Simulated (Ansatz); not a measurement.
**Nb2NF2 monolayer: phonons and vibrational spectra**

Task: relax Nb2NF2 monolayer, then find its harmonic phonons.

Program: Ansatz 0.2.0. Level of theory: DFT PBE, scalar-relativistic, plane waves, PAW. Results are calculated unless marked as measured.

**1. Starting point**

The cell holds 5 atoms: 1 N, 2 Nb and 2 F. Its edges and angles: a = 3.130 Å, b = 3.130 Å, c = 20.000 Å, α = 90.0°, β = 90.0°, γ = 120.0°. Vacuum lies along c.

**2. Coarse relaxation**

A rough relaxation comes first, because large forces or stress need no tight tolerances yet.

The program solves this slab on a cell height of its own, 33.2 Å, in place of the one typed.

input.yaml

```yaml
crystal:
  lattice:
    - [3.13, 0.0, 0.0]
    - [-1.565, 2.71066, 0.0]
    - [0.0, 0.0, 20.0]
  atoms:
    - { symbol: "N", position: [0.0, 0.0, 0.5] }
    - { symbol: Nb, position: [0.333333, 0.666667, 0.56] }
    - { symbol: Nb, position: [0.666667, 0.333333, 0.44] }
    - { symbol: F, position: [0.666667, 0.333333, 0.6175] }
    - { symbol: F, position: [0.333333, 0.666667, 0.3825] }
  periodic: [true, true, false]
kpoints:
  mp_grid: { grid: [9, 9, 1] }
hamiltonian:
  xc: pbe
scf:
  occupations: { method: gaussian, width: 0.1 }
output:
  forces: true
  stress: true
  eigenvalues: true
relax:
  adjacent_minimum: "off"
  f_tol: 0.05
  max_steps: 80
  cell: { stress_2d_tol: 0.02 }
```

Launch:

```sh
> ansatz run input.yaml --threads 8 --pin off --max-ram 14336MiB --backend cpu --events-out ev --progress --plain --runs-dir out
```

Numbers of over 12 decimals in the logs are rounded to 6 here.

The program printed:

```text
[...]
cell:  # Å, volume = 310.0742 Å³
    - [3.283965, 0.0, 0]
    - [-1.641982, 2.843997, 0]
    - [0, 0, 33.2]
  atoms:
    - { symbol: N, position: [0, 0, 0.301205] }
    - { symbol: Nb, position: [0.333333, 0.666667, 0.331599] }
    - { symbol: Nb, position: [0.666667, 0.333333, 0.270810] }
    - { symbol: F, position: [0.666667, 0.333333, 0.371077] }
    - { symbol: F, position: [0.333333, 0.666667, 0.231332] }
[key lines of the parts left out:]
SCF converged after 7 iterations
Free energy (F): -11108.524392 eV
Fermi energy:    -3.967121 eV
P = ½ c Tr σ = 0.0083 N/m
```

It took 17 s on 8 threads of Arm Neoverse V1, shared host; peak memory 0.87 GiB; 1.9 min of CPU time.

This run has no spin polarisation although its electron count is odd.

Relaxation path:

```tsv
step	energy less that of the first step (eV)	largest force component (eV/Å)	volume (Å³)
1	0.0000	3.5370	281.68
2	-0.8697	2.6126	284.75
3	-0.5507	4.3541	291.28
4	-1.2156	0.5838	297.00
5	-1.2658	0.4318	302.39
6	-1.2939	0.0973	307.86
7	-1.2951	0.0206	307.96
8	-1.2954	0.0048	307.65
9*	-1.3307	0.0029	307.65
10	-1.3310	0.0226	309.49
11	-1.3307	0.0234	309.94
12	-1.3307	0.0027	310.07
13*	-1.3324	0.0029	310.07
```

Relaxation steps marked * repeat the geometry before them on a plane-wave basis chosen anew for their cell, so energy and pressure can jump there. Relaxation step 3 was tried and not accepted.

The run keeps the 12 symmetry operations that it works with, so distortions that break them were not tested.

```tsv
cell as run	before	after	change
a (Å)	3.130	3.284	+4.9 %
b (Å)	3.130	3.284	+4.9 %
```

The atoms that moved most (Å, along periodic axes as changes of fractional coordinates times the final cell, across vacuum about the mean position):

```tsv
atom	dx	dy	dz	length
Nb2	0.000	0.000	-0.191	0.191
Nb3	0.000	0.000	0.191	0.191
F5	0.000	0.000	0.030	0.030
F4	0.000	0.000	-0.030	0.030
```

The relaxed structure:

```xyz
5
Lattice="3.2840 0.0000 0.0000 -1.6420 2.8440 0.0000 0.0000 0.0000 33.2000" Properties=species:S:1:pos:R:3
N     0.0000    0.0000   10.0000
Nb    0.0000    1.8960   11.0091
Nb    1.6420    0.9480    8.9909
F     1.6420    0.9480   12.3198
F     0.0000    1.8960    7.6802
```

Numbers from this step:

* gap on the k-mesh: 0 eV
* area per atom: 1.868 Å²

The relaxation ends with a largest force component of 0.0029 eV/Å.

**3. Bringing the structure to rest**

Harmonic phonons are second derivatives at a point where the forces vanish, and they are wanted at zero stress, so atoms and cell are relaxed first.

input.yaml

```yaml
crystal:
  lattice:
    - [3.2839647108, 0.0, 0.0]
    - [-1.6419823554, 2.8439968647, 0.0]
    - [0.0, 0.0, 33.2]
  atoms:
    - { symbol: "N", position: [0.0, 0.0, 0.3012048193] }
    - { symbol: Nb, position: [0.3333333333, 0.6666666667, 0.331599428] }
    - { symbol: Nb, position: [0.6666666667, 0.3333333333, 0.2708102105] }
    - { symbol: F, position: [0.6666666667, 0.3333333333, 0.3710774812] }
    - { symbol: F, position: [0.3333333333, 0.6666666667, 0.2313321574] }
  periodic: [true, true, false]
kpoints:
  mp_grid: { grid: [12, 12, 1] }
hamiltonian:
  xc: pbe
scf:
  occupations: { method: gaussian, width: 0.1 }
output:
  forces: true
  stress: true
  eigenvalues: true
  write_density: true
  write_potential: true
  elf: true
  volumetric_format: npy
relax:
  adjacent_minimum: "off"
  f_tol: 0.005
  max_steps: 80
  cell: { stress_2d_tol: 0.02 }
```

The program printed:

```text
[...]
Crystal: 5 atoms, lattice volume = 310.074 Å³
Basis set: ecut = 420 eV, 6195 PW (Γ), exchange–correlation on 48×48×450 points (8 copies of the dense FFT grid, shifted against one another)
Bands: 28, of which v1, the nominal top of the filled ones, is band 23 counted from 1 (22 counted from 0)
Symmetry: 12 space group operations
[...]
k-points: 19 of 144
[...]
SCF iter   1: F=—  HF=-11108.535786 eV  |F-HF|=—  |Δ(HF+E_count)|=         —  Δρ=4.58e-3  dr2=4.06e-2  ethr=1.77e-3  ⟨swp⟩=12.0  Hψ=3850  notcnv=0
[...]
SCF iter   9: F=-11108.533375 eV  HF=-11108.533375 eV  |F-HF|=2.13e-10  |Δ(HF+E_count)|=   7.05e-9  Δρ=8.67e-8  dr2=1.33e-11  ethr=1.00e-12  ⟨swp⟩=9.9  Hψ=4344  notcnv=0
SCF 1 converged in 9 iterations: F = -11108.533375 eV  dr2 = 1.33e-11
[...]
relax step   1: F+E_penalty+E_count = -11108.53337522 eV  Δ(F+E_penalty+E_count) = +0.000e0 eV  max|allowed force component| = 8.530e-2 eV/Å  Δτ_max = 0.0000 Å  P = -0.291 N/m  Ω = 310.074 Å³  fix = [c, alpha, beta]  reactions: c -0.000 N/m  (9 SCF iters, dr2 threshold 1.00e-7 eV, accepted)
Crystal: 5 atoms, lattice volume = 308.017 Å³
Basis set: ecut = 420 eV, 6135 PW (Γ), exchange–correlation on 48×48×450 points (8 copies of the dense FFT grid, shifted against one another)
[...]
SCF iter   5: F=-11108.534535 eV  HF=-11108.534534 eV  |F-HF|=1.76e-7  |Δ(HF+E_count)|=   8.63e-8  Δρ=5.08e-6  dr2=5.66e-8  ethr=1.01e-9  ⟨swp⟩=21.7  Hψ=6627  notcnv=0
SCF 2 converged in 5 iterations: F = -11108.534535 eV  dr2 = 5.66e-8
relax step   2: F+E_penalty+E_count = -11108.53453460 eV  Δ(F+E_penalty+E_count) = -1.159e-3 eV  max|allowed force component| = 1.776e-1 eV/Å  Δτ_max = 0.0216 Å  P = -0.128 N/m  Ω = 308.017 Å³  energy of the carried Pulay correction = +1.378e-3 eV  fix = [c, alpha, beta]  (5 SCF iters, dr2 threshold 4.55e-7 eV, rejected (line search))
Crystal: 5 atoms, lattice volume = 308.837 Å³
Basis set: ecut = 420 eV, 6159 PW (Γ), exchange–correlation on 48×48×450 points (8 copies of the dense FFT grid, shifted against one another)
[...]
SCF iter   9: F=-11108.535332 eV  HF=-11108.535332 eV  |F-HF|=9.46e-11  |Δ(HF+E_count)|=  4.55e-11  Δρ=1.25e-8  dr2=3.07e-13  ethr=1.00e-12  ⟨swp⟩=12.2  Hψ=3854  notcnv=0
SCF 3 converged in 9 iterations: F = -11108.535332 eV  dr2 = 3.07e-13
relax step   3: F+E_penalty+E_count = -11108.53533219 eV  Δ(F+E_penalty+E_count) = -1.957e-3 eV  max|allowed force component| = 6.106e-3 eV/Å  Δτ_max = 0.0103 Å  P = -0.083 N/m  Ω = 308.837 Å³  energy of the carried Pulay correction = +8.278e-4 eV  fix = [c, alpha, beta]  reactions: c -0.000 N/m  (9 SCF iters, accepted)
[...]
relax step   4: F+E_penalty+E_count = -11108.53550813 eV  Δ(F+E_penalty+E_count) = -1.759e-4 eV  max|allowed force component| = 5.895e-3 eV/Å  Δτ_max = 0.0005 Å  P = +0.028 N/m  Ω = 308.595 Å³  energy of the carried Pulay correction = +9.899e-4 eV  fix = [c, alpha, beta]  reactions: c +0.000 N/m  (5 SCF iters, dr2 threshold 7.96e-9 eV, accepted)
[...]
relax step   5: F+E_penalty+E_count = -11108.53549663 eV  Δ(F+E_penalty+E_count) = +1.150e-5 eV  max|allowed force component| = 1.060e-4 eV/Å  Δτ_max = 0.0006 Å  P = -0.000 N/m  Ω = 308.619 Å³  energy of the carried Pulay correction = +9.741e-4 eV  fix = [c, alpha, beta]  reactions: c -0.000 N/m  (5 SCF iters, dr2 threshold 2.17e-9 eV, accepted)
[...]
relax step   6: F+E_penalty+E_count = -11108.53459892 eV  Δ(F+E_penalty+E_count) = +8.977e-4 eV  max|allowed force component| = 1.736e-4 eV/Å  Δτ_max = 0.0000 Å  P = -0.023 N/m  Ω = 308.619 Å³  fix = [c, alpha, beta]  reactions: c -0.000 N/m  stress off target by 2.35e-2 N/m on what of the cell is left free  SCF on the basis re-selected at this cell (its energy is not comparable with the rows above)  (6 SCF iters)
[...]
relax step   7: F+E_penalty+E_count = -11108.53463977 eV  Δ(F+E_penalty+E_count) = -4.085e-5 eV  max|allowed force component| = 6.618e-5 eV/Å  Δτ_max = 0.0002 Å  P = -0.001 N/m  Ω = 308.560 Å³  energy of the carried Pulay correction = +3.956e-5 eV  fix = [c, alpha, beta]  reactions: c -0.000 N/m  (4 SCF iters, dr2 threshold 6.42e-10 eV, accepted)
[...]
SCF iter   1: F=—  HF=-11108.534787 eV  |F-HF|=—  |Δ(HF+E_count)|=         —  Δρ=1.31e-6  dr2=3.46e-9  ethr=8.14e-8  ⟨swp⟩=7.8  Hψ=6850  notcnv=0
eigensolver tolerance schedule: the retry pair's looser diagonalisation over-reported the residual by 10580.37 of it (diagonalisation noise at 0.38 of the residual, at the tolerance the schedule requests for it); recorded, not acted on — ethr = c·dr2/N_el stays at c = 1.0e-1
[...]
SCF iter   2: F=—  HF=-11108.534607 eV  |F-HF|=—  |Δ(HF+E_count)|=   1.80e-4  Δρ=1.59e-6  dr2=8.58e-9  ethr=7.70e-12  ⟨swp⟩=6.3  Hψ=2282  notcnv=0
[...]
SCF iter   6: F=-11108.534607 eV  HF=-11108.534607 eV  |F-HF|=4.37e-11  |Δ(HF+E_count)|=  2.00e-11  Δρ=8.53e-9  dr2=2.12e-13  ethr=1.00e-12  ⟨swp⟩=13.8  Hψ=4181  notcnv=0
SCF 8 converged in 6 iterations: F = -11108.534607 eV  dr2 = 2.12e-13
relax step   8: F+E_penalty+E_count = -11108.53460666 eV  Δ(F+E_penalty+E_count) = +3.311e-5 eV  max|allowed force component| = 5.570e-5 eV/Å  Δτ_max = 0.0000 Å  P = -0.001 N/m  Ω = 308.560 Å³  fix = [c, alpha, beta]  reactions: c -0.000 N/m  stress off target by 9.91e-4 N/m on what of the cell is left free  SCF on the basis re-selected at this cell (its energy is not comparable with the rows above)  (6 SCF iters)
[...]
WARN: The output density's exchange-correlation potential varies sharply where the density is thin. Do not read a vacuum level from v_tot or v_xc, or from such a field of the output density. On a cell that repeats whose density bears no net charge and no dipole along the vacuum's axis use v_es (v_loc + v_h of the components); under efield.dipole_correction with no amplitude use v_es + v_field, which holds any externa [...]
SCF converged after 6 iterations
Free energy (F): -11108.534607 eV
[...]
Internal energy: -11108.526187 eV  (E = F + TS)
E sigma→0 (E₀):  -11108.530397 eV
Entropy (-TS):   -0.008420 eV (-1.684 meV/atom)
Fermi energy:    -3.950455 eV
[...]
--- Forces (eV/Å), atoms counted from 1 ---
  atom   1  N      0.00000000    -0.00000000     0.00000000
  atom   2  Nb     0.00000000     0.00000000    -0.00005570
  atom   3  Nb    -0.00000000    -0.00000000     0.00005570
  atom   4  F     -0.00000000    -0.00000000    -0.00000190
  atom   5  F      0.00000000     0.00000000     0.00000190
  max |Σ_I F_I| component: 2.08e-17 eV/Å
--- 2D stress c σ (N/m, compression-positive) ---
       -0.000991       0.000000      -0.000000
        0.000000      -0.000991       0.000000
       -0.000000       0.000000      -0.000000
  P = ½ c Tr σ = -0.0010 N/m
--- Band table (eV; the first three rows and the last of 19) ---
  k-point 0: bands = [... 19 lower, -9.8367, -6.1902, -6.1902, -4.0481, -3.6377, -2.7085, -2.7085, -2.3045, ... 1 higher]
  k-point 1: bands = [... 19 lower, -9.8074, -6.3154, -6.0611, -4.0936, -3.4616, -2.8279, -2.7152, -2.5582, ... 1 higher]
  k-point 2: bands = [... 19 lower, -9.7870, -6.5933, -5.7018, -4.2776, -3.3854, -2.6694, -2.6002, -2.4765, ... 1 higher]
  k-point 18: bands = [... 19 lower, -9.9374, -5.4001, -5.4001, -5.3602, -2.2802, -2.2802, -1.9451, -0.9372, ... 1 higher]
--- Relaxed structure (6 steps of the walk, 5 accepted, 2 SCFs on fresh bases) ---
[...]
cell:  # Å, volume = 308.5599 Å³
    - [3.275936, 0.0, 0]
    - [-1.637968, 2.837044, 0]
    - [0, 0, 33.2]
  atoms:
    - { symbol: N, position: [0, 0, 0.30120481928] }
    - { symbol: Nb, position: [0.333333, 0.666667, 0.331776] }
    - { symbol: Nb, position: [0.666667, 0.333333, 0.270634] }
    - { symbol: F, position: [0.666667, 0.333333, 0.371414] }
    - { symbol: F, position: [0.333333, 0.666667, 0.230995] }
```

Wall time 16 s (8 threads); peak memory 0.93 GiB.

Relaxation path:

```tsv
step	energy less that of the first step (eV)	largest force component (eV/Å)	volume (Å³)
1	0.0000	0.0853	310.07
2	-0.0012	0.1776	308.02
3	-0.0020	0.0061	308.84
4	-0.0021	0.0059	308.60
5	-0.0021	0.0001	308.62
6*	-0.0012	0.0002	308.62
7	-0.0013	0.0001	308.56
8*	-0.0012	0.0001	308.56
```

Relaxation steps marked * repeat the geometry before them on a plane-wave basis chosen anew for their cell, so energy and pressure can jump there. Relaxation step 2 was tried and not accepted.

Forces are held to the 12 operations that the run works with; a distortion that breaks them can't arise in this run.

```tsv
cell as run	before	after	change
a (Å)	3.284	3.276	-0.2 %
b (Å)	3.284	3.276	-0.2 %
```

The atoms that moved most (Å, along periodic axes as changes of fractional coordinates times the final cell, across vacuum about the mean position):

```tsv
atom	dx	dy	dz	length
F4	0.000	0.000	0.011	0.011
F5	0.000	0.000	-0.011	0.011
Nb2	0.000	0.000	0.006	0.006
Nb3	0.000	0.000	-0.006	0.006
```

Final coordinates:

```
N Nb F
1.0
     3.27594    0.00000    0.00000
    -1.63797    2.83704    0.00000
     0.00000    0.00000   33.20000
N Nb F
1 2 2
Cartesian
  0.0000 0.0000 10.0000
  0.0000 1.8914 11.0150
  1.6380 0.9457 8.9850
  1.6380 0.9457 12.3310
  0.0000 1.8914 7.6690
```

Numbers from this step:

```yaml
area_per_atom: 1.859 Å²
```

ELF in the ac plane at fractional y = 0.333, with atoms of Nb and F within 0.2 Å of it. It is the smooth field of the valence electrons, not physical close to the nuclei.

Ten even steps from '0' (0.00) to '9' (0.72), each cell a mean:
```
00000000000000000
00000000000000000
00000000000000000
00000000000000000
00000000000000000
00000000000000000
00000000000000000
00000000000000000
00000000000000000
00000000000000000
00000000000000000
00000000000000000
00000000000000000
00000000000000000
20000135788888874
12332223567667653
34444433344444333
22232225898779974
24555421112222101
00000000000000000
00000000000000000
00000000000000000
00000000000000000
00000000000000000
```
Columns run along a (3.3 Å), rows up along c (33.2 Å). Atoms in or near the plane, at fractional coordinates: Nb at (0.67, 0.27), F at (0.67, 0.37).

Electrostatic potential energy in the ac plane at fractional y = 0.333, with atoms of Nb and F within 0.2 Å of it. With pseudopotentials it is smooth inside the atoms' cores, unlike the true potential.

Ten even steps from '_' (-34 eV) to '@' (0 eV), each cell a mean:
```
@@@@@@@@@@@@@@@@@@@@@@@@@@@@@@@@@@
@@@@@@@@@@@@@@@@@@@@@@@@@@@@@@@@@@
@@@@@@@@@@@@@@@@@@@@@@@@@@@@@@@@@@
@@@@@@@@@@@@@@@@@@@@@@@@@@@@@@@@@@
@@@@@@@@@@@@@@@@@@@@@@@@@@@@@@@@@@
@@@@@@@@@@@@@@@@@@@@@@@@@@@@@@@@@@
@@@@@@@@@@@@@@@@@@@@@@@@@@@@@@@@@@
@@@@@@@@@@@@@@@@@@@@@@@@@@@@@@@@@@
@@@@@@@@@@@@@@@@@@@@@@@@@@@@@@@@@@
@@@@@@@@@@@@@@@@@@@@@@@@@@@@@@@@@@
@@@@@@@@@@@@@@@@@@@@@@@@@@@@@@@@@@
@@@@@@@@@@@@@@@@@@@@@@@@@@@@@@@@@@
@@@@@@@@@@@@@@@@@@@@@@@@@@@@@@@@@@
@@@@@@@@@@@@@@@@@@@@@@@@@@@@@@@@@@
@@@@@@@@@@@@@@@@%%**++++++++**@@@@
##****++****####**++========++####
##****++****####****++++++****####
**##%%%%%%##++::________________--
@@@@@@@@@@@@%%%%%%############%%%%
@@@@@@@@@@@@@@@@@@@@@@@@@@@@@@@@@@
@@@@@@@@@@@@@@@@@@@@@@@@@@@@@@@@@@
@@@@@@@@@@@@@@@@@@@@@@@@@@@@@@@@@@
@@@@@@@@@@@@@@@@@@@@@@@@@@@@@@@@@@
@@@@@@@@@@@@@@@@@@@@@@@@@@@@@@@@@@
```
Columns run along a (3.3 Å; values clipped at the 3rd and 97th percentile), rows up along c (33.2 Å). Atoms in or near the plane, at fractional coordinates: Nb at (0.67, 0.27), F at (0.67, 0.37).

Valence density in the ac plane at fractional y = 0.333, with atoms of Nb and F within 0.2 Å of it. It is the smooth field of the valence electrons, not physical close to the nuclei.

Ten steps, logarithmic in the rise over the least value, from '0' (0.00 × 1e0 e/Å³) to '9' (4.36 × 1e0 e/Å³), each cell a mean:
```
00000000000000000
00000000000000000
00000000000000000
00000000000000000
00000000000000000
00000000000000000
00000000000000000
00000000000000000
00000000000000000
00000000000000000
00000000000000000
00000000000000000
00000000000000000
00000000000000000
21000123578998643
44454444679998754
55555554555665544
44334456899999976
33333332233443322
00000000000000000
00000000000000000
00000000000000000
00000000000000000
00000000000000000
```
Columns run along a (3.3 Å), rows up along c (33.2 Å). Atoms in or near the plane, at fractional coordinates: Nb at (0.67, 0.27), F at (0.67, 0.37).

**4. Relaxing to small forces for the phonons**

Phonons need a cell at rest on their own settings, so the relaxation is repeated with tight tolerances on forces and stress, using the mesh and the filling of the phonon run that follows.

input.yaml

```yaml
crystal:
  lattice:
    - [3.2759360545, 0.0, 0.0]
    - [-1.6379680272, 2.8370438444, 0.0]
    - [0.0, 0.0, 33.2]
  atoms:
    - { symbol: "N", position: [0.0, 0.0, 0.3012048193] }
    - { symbol: Nb, position: [0.3333333333, 0.6666666667, 0.3317756088] }
    - { symbol: Nb, position: [0.6666666667, 0.3333333333, 0.2706340298] }
    - { symbol: F, position: [0.6666666667, 0.3333333333, 0.3714143114] }
    - { symbol: F, position: [0.3333333333, 0.6666666667, 0.2309953272] }
  periodic: [true, true, false]
kpoints:
  mp_grid: { grid: [12, 12, 1] }
hamiltonian:
  xc: pbe
scf:
  occupations: { method: methfessel_paxton, width: 0.15 }
output:
  forces: true
  stress: true
  eigenvalues: true
relax:
  adjacent_minimum: "off"
  f_tol: 0.001
  max_steps: 60
  cell: { stress_2d_tol: 0.002 }
```

The program printed:

```text
[...]
Crystal: 5 atoms, lattice volume = 308.560 Å³
Basis set: ecut = 420 eV, 6159 PW (Γ), exchange–correlation on 48×48×450 points (8 copies of the dense FFT grid, shifted against one another)
Bands: 28, of which v1, the nominal top of the filled ones, is band 23 counted from 1 (22 counted from 0)
Symmetry: 12 space group operations
[...]
k-points: 19 of 144
[...]
cell:  # Å, volume = 308.1144 Å³
    - [3.273570, -2.884669480410564e-11, 0]
    - [-1.636785, 2.834995, 0]
    - [0, 0, 33.2]
  atoms:
    - { symbol: N, position: [0, 0, 0.3012048193] }
    - { symbol: Nb, position: [0.333333, 0.666667, 0.331829] }
    - { symbol: Nb, position: [0.666667, 0.333333, 0.270581] }
    - { symbol: F, position: [0.666667, 0.333333, 0.371505] }
    - { symbol: F, position: [0.333333, 0.666667, 0.230905] }
[key lines of the parts left out:]
SCF converged after 10 iterations
Free energy (F): -11108.529466 eV
Fermi energy:    -3.940490 eV
P = ½ c Tr σ = -0.0002 N/m
```

Wall time 14 s (8 threads); peak memory 0.92 GiB; 1.7 min of CPU time.

Little changed from the start: no atom moved by 0.005 Å and no cell edge by 0.1 %.

Numbers from this step:

* area per atom: 1.856 Å²

The largest force component left is 0.011 meV/Å, within the tolerances set.

(Part 1 of 2 ends here.)

[Logs are printed without paths, hosts, clocks, repeated set-up lines and the standing remarks that a program may print on its own settings, such as how far it seeks lower states.]

[Hosts, paths, dates, database ids (printed as entryN), source tags and the programs' standing remarks are cut or masked in the printed files.]
